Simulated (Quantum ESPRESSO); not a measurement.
Records of electronic-structure calculations.

```xyz
4
Lattice="1.422 0.821 5.960 -1.422 0.821 5.960 0.000 -1.643 5.960" Properties=species:S:1:pos:R:3 pbc="T T T" subject="Magnetic state of CoPdO2 from several starts" method="LDA; plane waves with GBRV 1.5 LDA potentials, no spin-orbit coupling (and 1 further level or step)" program="Quantum ESPRESSO 7.5" settings_of_one_run="GBRV 1.5 LDA, cutoff 544.23 eV, 8×8×8 k-mesh, 33 bands, fermi-dirac occupations, smearing width 0.025 eV, collinear spin, SCF threshold 8.00e-9, mesh matched on, starting moments 3 0 0 0 μB" cost="5 runs, 68 min in all on 4 MPI ranks of Arm Neoverse V1, shared host (the runs of this entry)" notes="No Hubbard term acts here. In such compounds local and semilocal functionals without one often delocalise the d electrons, and can shrink or lose moments and miss the size, sign and order of the couplings. The smearing term is large for its width, so states at the Fermi level are partly filled: at this level the cell is a metal or has a gap of a few widths at most." lowest_state_found="non-magnetic (from ferro +, antiferro q=(0,1/2,1/2) +-, antiferro q=(0,0,1/2) +- and no spin polarisation)" largest_site_moment="0.00111 μB"
Co    0.000    0.000    8.940
Pd    0.000    0.000    0.000
O     0.000    0.000    2.005
O     0.000    0.000   15.875
```

[Logs and program files are shortened in this print: banners, set-up blocks, solver, clock and traceback lines can be left out without a mark of their own.]

[Logs are printed without paths, hosts, clocks, repeated set-up lines and the standing remarks that a program may print on its own settings, such as how far it seeks lower states.]

[Hosts, paths, dates, database ids (printed as entryN), source tags and the programs' standing remarks are cut or masked in the printed files.]

[Where a cell is said to come from a database of computed structures, the database is the Materials Project.]
